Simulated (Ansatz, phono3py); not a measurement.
# CdS (Greenockite, P6_3mc): solver, mesh and scattering choices in phono3py, part 4 of 5

Wanted: the sensitivity of κ of CdS (Greenockite) to the choices of the transport step.

What experiment has found for this phase:
- thermal conductivity 16 W/m/K near room temperature (given in “Combining the AFLOW GIBBS and Elastic Libraries to efficiently and robustly screen thermo-mechanical properties of solids”, 2017, arXiv:1611.05714)

Ansatz 0.2.0 and phono3py 4.10.0; DFT LDA, scalar-relativistic, plane waves, PAW; PAW set soft_1 (the session's first sound run).

So far, κ at 300 K (W/m/K): step 3 (relaxation-time solution) 15.4; step 11 (q-mesh of the transport sums 21×21×11) 15.5; step 13 (boundary mean free path 0.03 micrometre) 4.62; step 14 (boundary mean free path 0.3 micrometre) 11.0; step 15 (solver LBTE) 17.4.

The database entry behind the starting cell differs from later determinations by our own check (about 0.35 % long), so it need not match the best structure at ambient conditions.

## 16. Adding coherences, third order supercell 3×3×2, supercell 3×3×2

Level of this step: DFT LDA, scalar-relativistic, plane waves, PAW; PAW set soft_1; phono3py on Ansatz's force constants (phono3py).

Close branches can carry heat by tunnelling between them, which the particle picture leaves out.

File phono3py.yaml:

```yaml
phono3py:
  version: "4.10.0"
  frequency_unit_conversion_factor: 15.633302
  symmetry_tolerance: 1.00000e-05

physical_unit:
  atomic_mass: "AMU"
  length: "angstrom"

space_group:
  type: "P6_3mc"
  number: 186
  Hall_symbol: "P 6c -2c"

primitive_matrix:
- [  1.000000000000000,  0.000000000000000,  0.000000000000000 ]
- [  0.000000000000000,  1.000000000000000,  0.000000000000000 ]
- [  0.000000000000000,  0.000000000000000,  1.000000000000000 ]

supercell_matrix:
- [   3,   0,   0 ]
- [   0,   3,   0 ]
- [   0,   0,   2 ]

# [primitive_cell block left out]
unit_cell:
  lattice:
  - [     4.073843609889433,    -0.000000000028867,     0.000000000000000 ] # a
  - [    -2.036921804919716,     3.528052057223585,     0.000000000000000 ] # b
  - [     0.000000000000000,     0.000000000000000,     6.638760861100000 ] # c
  points:
  - symbol: Cd # 1
    coordinates: [  0.333333333333333,  0.666666666666667, -0.000535718500000 ]
    mass: 112.414000
    reduced_to: 1
  - symbol: Cd # 2
    coordinates: [  0.666666666666667,  0.333333333333333,  0.499464281500000 ]
    mass: 112.414000
    reduced_to: 2
  - symbol: S # 3
    coordinates: [  0.333333333333333,  0.666666666666667,  0.375535718500000 ]
    mass: 32.060000
    reduced_to: 3
  - symbol: S # 4
    coordinates: [  0.666666666666667,  0.333333333333333,  0.875535718500000 ]
    mass: 32.060000
    reduced_to: 4

# [supercell block left out]
phonon_supercell_matrix:
- [   3,   0,   0 ]
- [   0,   3,   0 ]
- [   0,   0,   2 ]

# [phonon_primitive_cell block left out]
# [phonon_supercell block left out]
nac:
  born_effective_charge:
  - # 1 (Cd)
    - [  2.064341894704158,  0.000000000000000,  0.000000000000000 ]
    - [  0.000000000000000,  2.064341894704158,  0.000000000000000 ]
    - [  0.000000000000000,  0.000000000000000,  2.163932318927105 ]
  - # 2 (Cd)
    - [  2.064341894704158,  0.000000000000000,  0.000000000000000 ]
    - [  0.000000000000000,  2.064341894704158,  0.000000000000000 ]
    - [  0.000000000000000,  0.000000000000000,  2.163932318927105 ]
  - # 3 (S)
    - [ -2.064341894704158,  0.000000000000000,  0.000000000000000 ]
    - [  0.000000000000000, -2.064341894704158,  0.000000000000000 ]
    - [  0.000000000000000,  0.000000000000000, -2.163932318927105 ]
  - # 4 (S)
    - [ -2.064341894704158,  0.000000000000000,  0.000000000000000 ]
    - [  0.000000000000000, -2.064341894704158,  0.000000000000000 ]
    - [  0.000000000000000,  0.000000000000000, -2.163932318927105 ]
  dielectric_constant:
    - [  6.409958018941685,  0.000000000000000,  0.000000000000000 ]
    - [ -0.000000000000001,  6.409958018941684,  0.000000000000000 ]
    - [  0.000000000000000,  0.000000000000000,  6.516668704070238 ]
  unit_conversion_factor: 14.399645
```

Command:

```console
$ phono3py phono3py.yaml --mesh 15 15 7 --br --isotope --tt smm19 --ts 100 150 200 300 400 500 600 800
```

The log of the run:

```text
[banner, memory and clock lines left out]
Rust backend (phonors) using rayon (8 threads).
Running in phono3py.load mode.
Spglib version 2.8.0
----------------------------- General settings -----------------------------
Run mode: conductivity-RTA
HDF5 data compression filter: gzip
Crystal structure was read from "phono3py.yaml".
Supercell (dim): [3 3 2]
Phonon supercell (dim-fc2): [3 3 2]
Primitive matrix:
  [1. 0. 0.]
  [0. 1. 0.]
  [0. 0. 1.]
Spacegroup: P6_3mc (186)
Use -v option to watch primitive cell, unit cell, and supercell structures.
NAC parameters were read from "phono3py.yaml".
fc3 was read from "fc3.hdf5".
fc2 was read from "fc2.hdf5".
----------------------------- Force constants ------------------------------
Max drift of fc3: 0.00000300 (zzz) 0.00000300 (zzz) 0.00000300 (zzz)
Max drift of fc2: -0.00000600 (zz) -0.00000600 (zz)
--------------------------- Calculation settings ---------------------------
Non-analytical term correction (NAC): True
NAC unit conversion factor:  14.39964
BZ integration: Tetrahedron-method
Temperature:  100.0  150.0  200.0  300.0  400.0 ... 800.0
Cutoff frequency: 0.01
Mesh sampling: [ 15 15 7 ]
Generating grid system ... [ 15 15 7 ]
fc3-r2q-transformation over three atoms: True
Optional transport type: SMM19
--------------------------- Phonon calculations ----------------------------
  PRB 50, 13035(R) (1994), PRB 55, 10355 (1997)
  G-cutoff distance: 0.91, Number of G-points: 313, Lambda: 0.24
Running harmonic phonon calculations...
-------------------- Lattice thermal conductivity (RTA) --------------------
Running heat capacity calculations...
Running velocity calculations...
Running isotope scattering calculations with tetrahedron method...
======================= Grid point 0 (1/108) =======================
q-point: ( 0.00  0.00  0.00)
Boundary mean free path (millimeter): 1000.000
Mass variance parameters: 2.72e-04 2.72e-04 1.65e-04 1.65e-04
Number of triplets: 108
Frequency     group velocity (x, y, z)     |gv|
  -0.004   (   0.000    0.000    0.000)    0.000
  -0.003   (   0.000    0.000    0.000)    0.000
   0.002   (   0.000   -0.000    0.000)    0.000
   1.260   (  -0.000   -0.000    0.000)    0.000
   1.260   (  -0.000    0.000    0.000)    0.000
   4.103   (   0.000    0.000    0.000)    0.000
   7.210   (  -0.000   -0.000    0.000)    0.000
   7.423   (  -0.000   -0.000    0.000)    0.000
   7.423   (   0.000    0.000    0.000)    0.000
   7.815   (   0.000   -0.000    0.000)    0.000
   7.815   (  -0.000    0.000    0.000)    0.000
   9.198   (  -0.000    0.000    0.000)    0.000
======================= Grid point 1 (2/108) =======================
q-point: ( 0.07  0.00  0.00)
Boundary mean free path (millimeter): 1000.000
Mass variance parameters: 2.72e-04 2.72e-04 1.65e-04 1.65e-04
Number of triplets: 256
Frequency     group velocity (x, y, z)     |gv|
   0.258   (  11.771    6.796    0.000)   13.592
   0.291   (  18.069   10.432    0.000)   20.864
   0.783   (  33.817   19.524    0.000)   39.049
   1.261   (   0.188    0.108    0.000)    0.217
[...]
[105 grid points left out]
======================= Grid point 805 (108/108) =======================
q-point: ( 0.33  0.33  0.43)
Boundary mean free path (millimeter): 1000.000
Mass variance parameters: 2.72e-04 2.72e-04 1.65e-04 1.65e-04
Number of triplets: 165
Frequency     group velocity (x, y, z)     |gv|
[...]
4.232   (  -0.533   -0.922    2.114)    2.367
   4.232   (   0.533    0.922    2.114)    2.367
   8.145   (  -0.418   -0.724   -1.300)    1.545
   8.145   (   0.418    0.724   -1.300)    1.545
   8.731   (  -0.416   -0.720   -0.007)    0.831
   8.731   (   0.415    0.720   -0.007)    0.831
   8.911   (   0.000    0.000    6.464)    6.464
   9.048   (   0.000    0.000   -6.009)    6.009
=================== End of collection of collisions ===================
----------- Thermal conductivity (W/m-k) with tetrahedron method -----------
#          T(K)        xx         yy         zz         yz         xz         xy
K_intra   100.0      46.245     46.245     51.116     -0.000     -0.000     -0.000
K_intra   150.0      30.206     30.206     32.300     -0.000     -0.000     -0.000
K_intra   200.0      22.608     22.608     23.781     -0.000     -0.000     -0.000
K_intra   300.0      15.256     15.256     15.797     -0.000     -0.000     -0.000
K_intra   400.0      11.595     11.595     11.918     -0.000     -0.000     -0.000
K_intra   500.0       9.377      9.377      9.595     -0.000     -0.000     -0.000
K_intra   600.0       7.880      7.880      8.041     -0.000     -0.000     -0.000
K_intra   800.0       5.982      5.982      6.082     -0.000     -0.000     -0.000

K_inter   100.0       0.038      0.038      0.006     -0.000      0.000     -0.000
K_inter   150.0       0.047      0.047      0.010     -0.000      0.000     -0.000
K_inter   200.0       0.052      0.052      0.014     -0.000     -0.000     -0.000
K_inter   300.0       0.058      0.058      0.021     -0.000     -0.000     -0.000
K_inter   400.0       0.061      0.061      0.026     -0.000     -0.000     -0.000
K_inter   500.0       0.064      0.064      0.031     -0.000     -0.000     -0.000
K_inter   600.0       0.067      0.067      0.036     -0.000     -0.000     -0.000
K_inter   800.0       0.072      0.072      0.044     -0.000     -0.000     -0.000

K_TOT     100.0      46.283     46.283     51.122     -0.000     -0.000     -0.000
K_TOT     150.0      30.253     30.253     32.310     -0.000     -0.000     -0.000
K_TOT     200.0      22.661     22.661     23.796     -0.000     -0.000     -0.000
K_TOT     300.0      15.313     15.313     15.818     -0.000     -0.000     -0.000
K_TOT     400.0      11.656     11.656     11.944     -0.000     -0.000     -0.000
K_TOT     500.0       9.440      9.440      9.626     -0.000     -0.000     -0.000
K_TOT     600.0       7.947      7.947      8.076     -0.000     -0.000     -0.000
K_TOT     800.0       6.054      6.054      6.126     -0.000     -0.000     -0.000

Thermal conductivity related properties were written into
"kappa-m15157.hdf5".
Summary of calculation was written in "phono3py.yaml".
```

Run time: 17 s. Hardware: 8 threads of Intel Xeon at 2.70GHz, shared host; peak memory 0.1 GiB.

This step gave:

- κ at 300 K: 15.48 W/m/K
- κ xx, yy, zz at 300 K: 15.31, 15.31, 15.82 W/m/K

W/m/K. Kappa, by row:

| T (K) | xx | yy | zz | yz | xz | xy | intra mean | inter mean |
| --- | --- | --- | --- | --- | --- | --- | --- | --- |
| 100 | 46.28 | 46.28 | 51.12 | 0 | 0 | 0 | 47.87 | 0.02694 |
| 150 | 30.25 | 30.25 | 32.31 | 0 | 0 | 0 | 30.9 | 0.03489 |
| 200 | 22.66 | 22.66 | 23.8 | 0 | 0 | 0 | 23 | 0.03972 |
| 300 | 15.31 | 15.31 | 15.82 | 0 | 0 | 0 | 15.44 | 0.0454 |
| 400 | 11.66 | 11.66 | 11.94 | 0 | 0 | 0 | 11.7 | 0.04943 |
| 500 | 9.44 | 9.44 | 9.626 | 0 | 0 | 0 | 9.449 | 0.05299 |
| 600 | 7.947 | 7.947 | 8.076 | 0 | 0 | 0 | 7.934 | 0.05633 |
| 800 | 6.054 | 6.054 | 6.126 | 0 | 0 | 0 | 6.015 | 0.06264 |

κ at 300 K goes from 15.4 in the base run to 15.5 W/(m K).

## 17. Gaussian smearing, third order supercell 3×3×2, supercell 3×3×2

A Gaussian replaces the tetrahedron method for energy conservation; its width must match the mesh.

phono3py.yaml is that of step 16.

Command:

```console
$ phono3py phono3py.yaml --mesh 15 15 7 --br --isotope --sigma 0.05 --ts 100 300 600
```

The log of the run:

```text
[banner, memory and clock lines left out]
Rust backend (phonors) using rayon (8 threads).
Running in phono3py.load mode.
Spglib version 2.8.0
----------------------------- General settings -----------------------------
Run mode: conductivity-RTA
HDF5 data compression filter: gzip
Crystal structure was read from "phono3py.yaml".
Supercell (dim): [3 3 2]
Phonon supercell (dim-fc2): [3 3 2]
Primitive matrix:
  [1. 0. 0.]
  [0. 1. 0.]
  [0. 0. 1.]
Spacegroup: P6_3mc (186)
Use -v option to watch primitive cell, unit cell, and supercell structures.
NAC parameters were read from "phono3py.yaml".
fc3 was read from "fc3.hdf5".
fc2 was read from "fc2.hdf5".
----------------------------- Force constants ------------------------------
Max drift of fc3: 0.00000300 (zzz) 0.00000300 (zzz) 0.00000300 (zzz)
Max drift of fc2: -0.00000600 (zz) -0.00000600 (zz)
--------------------------- Calculation settings ---------------------------
Non-analytical term correction (NAC): True
NAC unit conversion factor:  14.39964
BZ integration: Smearing=0.05
Temperature:  100.0  300.0  600.0
Cutoff frequency: 0.01
Mesh sampling: [ 15 15 7 ]
Generating grid system ... [ 15 15 7 ]
fc3-r2q-transformation over three atoms: True
--------------------------- Phonon calculations ----------------------------
  PRB 50, 13035(R) (1994), PRB 55, 10355 (1997)
  G-cutoff distance: 0.91, Number of G-points: 313, Lambda: 0.24
Running harmonic phonon calculations...
-------------------- Lattice thermal conductivity (RTA) --------------------
Running heat capacity calculations...
Running velocity calculations...
Running isotope scattering calculations sigma=0.05...
======================= Grid point 0 (1/108) =======================
q-point: ( 0.00  0.00  0.00)
Boundary mean free path (millimeter): 1000.000
Mass variance parameters: 2.72e-04 2.72e-04 1.65e-04 1.65e-04
Number of triplets: 108
Frequency     group velocity (x, y, z)     |gv|
  -0.004   (   0.000    0.000    0.000)    0.000
  -0.003   (   0.000    0.000    0.000)    0.000
   0.002   (   0.000    0.000    0.000)    0.000
   1.260   (   0.000   -0.000    0.000)    0.000
   1.260   (   0.000    0.000    0.000)    0.000
   4.103   (  -0.000    0.000   -0.000)    0.000
   7.210   (   0.000    0.000   -0.000)    0.000
   7.423   (   0.000    0.000    0.000)    0.000
   7.423   (   0.000   -0.000   -0.000)    0.000
   7.815   (   0.000   -0.000    0.000)    0.000
   7.815   (   0.000   -0.000   -0.000)    0.000
   9.198   (   0.000    0.000    0.000)    0.000
======================= Grid point 1 (2/108) =======================
q-point: ( 0.07  0.00  0.00)
Boundary mean free path (millimeter): 1000.000
Mass variance parameters: 2.72e-04 2.72e-04 1.65e-04 1.65e-04
Number of triplets: 256
Frequency     group velocity (x, y, z)     |gv|
   0.258   (  11.771    6.796    0.000)   13.592
   0.291   (  18.069   10.432    0.000)   20.864
   0.783   (  33.817   19.524    0.000)   39.049
   1.261   (   0.188    0.108    0.000)    0.217
[...]
[105 grid points left out]
======================= Grid point 805 (108/108) =======================
q-point: ( 0.33  0.33  0.43)
Boundary mean free path (millimeter): 1000.000
Mass variance parameters: 2.72e-04 2.72e-04 1.65e-04 1.65e-04
Number of triplets: 165
Frequency     group velocity (x, y, z)     |gv|
[...]
4.232   (  -0.533   -0.922    2.114)    2.367
   4.232   (   0.533    0.922    2.114)    2.367
   8.145   (  -0.418   -0.724   -1.300)    1.545
   8.145   (   0.418    0.724   -1.300)    1.545
   8.731   (  -0.416   -0.720   -0.007)    0.831
   8.731   (   0.415    0.720   -0.007)    0.831
   8.911   (   0.000    0.000    6.464)    6.464
   9.048   (   0.000    0.000   -6.009)    6.009
=================== End of collection of collisions ===================
----------- Thermal conductivity (W/m-k) for sigma=0.05 -----------
#  T(K)        xx         yy         zz         yz         xz         xy
  100.0      43.723     43.723     52.388      0.000      0.000     -0.000
  300.0      14.648     14.648     16.131      0.000      0.000     -0.000
  600.0       7.560      7.560      8.192      0.000      0.000     -0.000

Thermal conductivity related properties and sigma 0.05
were written into "kappa-m15157-s0.05.hdf5".
Summary of calculation was written in "phono3py.yaml".
```

The job ended after 16 s (8 threads; peak memory 0.09 GiB).

This step gave:

```yaml
kappa_at_300_k: 15.14 W/m/K
kappa_xx_yy_zz_at_300_k: 14.65, 14.65, 16.13 W/m/K
```

W/m/K. Kappa, by row:

| T (K) | xx | yy | zz | yz | xz | xy |
| --- | --- | --- | --- | --- | --- | --- |
| 100 | 43.72 | 43.72 | 52.39 | 0 | 0 | 0 |
| 300 | 14.65 | 14.65 | 16.13 | 0 | 0 | 0 |
| 600 | 7.56 | 7.56 | 8.192 | 0 | 0 | 0 |

With a width of 0.05 THz κ at 300 K is 15.1 W/(m K), -1.9 % from the tetrahedron value.

## 18. Gaussian smearing, third order supercell 3×3×2, supercell 3×3×2 (run 2)

A Gaussian replaces the tetrahedron method for energy conservation; its width must match the mesh.

phono3py.yaml is that of step 17.

Command:

```console
$ phono3py phono3py.yaml --mesh 15 15 7 --br --isotope --sigma 1 --ts 100 300 600
```

The log of the run:

```text
[banner, memory and clock lines left out]
Rust backend (phonors) using rayon (8 threads).
Running in phono3py.load mode.
Spglib version 2.8.0
----------------------------- General settings -----------------------------
Run mode: conductivity-RTA
HDF5 data compression filter: gzip
Crystal structure was read from "phono3py.yaml".
Supercell (dim): [3 3 2]
Phonon supercell (dim-fc2): [3 3 2]
Primitive matrix:
  [1. 0. 0.]
  [0. 1. 0.]
  [0. 0. 1.]
Spacegroup: P6_3mc (186)
Use -v option to watch primitive cell, unit cell, and supercell structures.
[...]
8.911   (   0.000    0.000    6.464)    6.464
   9.048   (   0.000    0.000   -6.009)    6.009
=================== End of collection of collisions ===================
----------- Thermal conductivity (W/m-k) for sigma=1.0 -----------
#  T(K)        xx         yy         zz         yz         xz         xy
  100.0      28.532     28.532     32.163      0.000      0.000     -0.000
  300.0       9.400      9.400     10.365      0.000      0.000     -0.000
  600.0       4.711      4.711      5.177      0.000      0.000     -0.000

Thermal conductivity related properties and sigma 1.0
were written into "kappa-m15157-s1.hdf5".
Summary of calculation was written in "phono3py.yaml".
```

Run time: 15 s. Hardware: 8 threads; peak memory 0.09 GiB; 1.8 min of CPU time.

Numbers from this step:

```yaml
kappa_at_300_k: 9.722 W/m/K
kappa_xx_yy_zz_at_300_k: 9.4, 9.4, 10.36 W/m/K
```

With a width of 1 THz κ at 300 K is 9.72 W/(m K), -37.0 % from the tetrahedron value; a width this large blurs energy conservation.

Between step 17 and this run (sigma 1 THz) the value for the κ at 300 K moves from 15.1 W/m/K to 9.72 W/m/K (-36 %).

## 19. Two-phonon phase space, third order supercell 3×3×2, supercell 3×3×2

The two-phonon density of states counts the channels open to a mode, without matrix elements.

phono3py.yaml is that of step 18.

Command:

```console
$ phono3py phono3py.yaml --mesh 21 21 11 --jdos --gp 0 --num-freq-points 80
```

The log of the run:

```text
[banner, memory and clock lines left out]
Rust backend (phonors) using rayon (8 threads).
Running in phono3py.load mode.
Spglib version 2.8.0
----------------------------- General settings -----------------------------
Run mode: jdos
HDF5 data compression filter: gzip
Crystal structure was read from "phono3py.yaml".
Supercell (dim): [3 3 2]
Phonon supercell (dim-fc2): [3 3 2]
Primitive matrix:
  [1. 0. 0.]
  [0. 1. 0.]
  [0. 0. 1.]
Spacegroup: P6_3mc (186)
Use -v option to watch primitive cell, unit cell, and supercell structures.
NAC parameters were read from "phono3py.yaml".
fc3 was read from "fc3.hdf5".
fc2 was read from "fc2.hdf5".
----------------------------- Force constants ------------------------------
Max drift of fc3: 0.00000300 (zzz) 0.00000300 (zzz) 0.00000300 (zzz)
Max drift of fc2: -0.00000600 (zz) -0.00000600 (zz)
--------------------------- Calculation settings ---------------------------
Non-analytical term correction (NAC): True
NAC unit conversion factor:  14.39964
BZ integration: Tetrahedron-method
Cutoff frequency: 0.01
Number of frequency sampling points: 80
Mesh sampling: [ 21 21 11 ]
Generating grid system ... [ 21 21 11 ]
  PRB 50, 13035(R) (1994), PRB 55, 10355 (1997)
  G-cutoff distance: 0.91, Number of G-points: 313, Lambda: 0.24
--------------------------------- Joint DOS ---------------------------------
Running harmonic phonon calculations...
======================= Grid point 0 (1/1) =======================
q-point: ( 0.00  0.00  0.00)
Number of triplets: 288
Frequency
  -0.004
  -0.003
   0.002
   1.260
   1.260
   4.103
   7.210
   7.423
   7.423
   7.815
   7.815
   9.198
Tetrahedron method is used.
Calculations at 80 frequency points are divided into 8 batches.
1/8: [ 1  2  3  4  5  6  7  8  9 10]
2/8: [11 12 13 14 15 16 17 18 19 20]
3/8: [21 22 23 24 25 26 27 28 29 30]
4/8: [31 32 33 34 35 36 37 38 39 40]
5/8: [41 42 43 44 45 46 47 48 49 50]
6/8: [51 52 53 54 55 56 57 58 59 60]
7/8: [61 62 63 64 65 66 67 68 69 70]
8/8: [71 72 73 74 75 76 77 78 79 80]
JDOS is written into "jdos-m212111-g0.dat".
```

Wall time 1.5 s (8 threads); peak memory 0.11 GiB; 2.9 s of CPU time.

The joint density of states at Gamma by frequency; read off at these points:

| frequency (THz) | absorption class (1/THz) | decay class (1/THz) |
| --- | --- | --- |
| 0.00 | 0 | 0 |
| 0.24 | 47.9 | 0.00604 |
| 0.71 | 23.9 | 0.0796 |
| 1.18 | 13.9 | 0.231 |
| 1.89 | 11.4 | 1.23 |
| 2.12 | 14.3 | 2.14 |
| 2.59 | 10.7 | 4.51 |
| 3.30 | 0.663 | 13.5 |
| 3.77 | 6.99 | 8.97 |
| 4.24 | 17.2 | 4.08 |
| 4.48 | 12.8 | 2.93 |
| 4.71 | 19.9 | 3.49 |
| 5.19 | 7.75 | 5.68 |
| 5.89 | 5.45 | 11.7 |
| 6.36 | 25.7 | 4.67 |
| 6.60 | 45.0 | 0.568 |
| 7.07 | 24.0 | 0.752 |
| 7.78 | 7.33 | 2.05 |
| 8.25 | 1.38 | 4.22 |
| 8.96 | 0.0527 | 7.00 |
| 9.66 | 0 | 23.4 |
| 10.37 | 0 | 29.4 |
| 10.84 | 0 | 18.8 |
| 11.55 | 0 | 5.76 |
| 12.26 | 0 | 15.1 |
| 12.73 | 0 | 12.1 |
| 13.44 | 0 | 3.06 |
| 14.14 | 0 | 0 |
| 14.85 | 0 | 0.370 |
| 15.32 | 0 | 3.21 |
| 16.03 | 0 | 7.56 |
| 16.74 | 0 | 19.4 |
| 17.44 | 0 | 14.6 |
| 17.91 | 0 | 9.94 |
| 18.62 | 0 | 0 |

The most distinct maxima of the joint density of states at Gamma (absorption class) lie at 0.24, 2.12, 4.71 and 6.60 THz, the highest at 0.24 THz.

[end of part 4 of 5]

[Logs are printed without paths, hosts, clocks, repeated set-up lines and the standing remarks that a program may print on its own settings, such as how far it seeks lower states.]

[Hosts, paths, dates, database ids (printed as entryN), source tags and the programs' standing remarks are cut or masked in the printed files.]

[A step with changed settings may run another functional than the one named; its input shows which.]
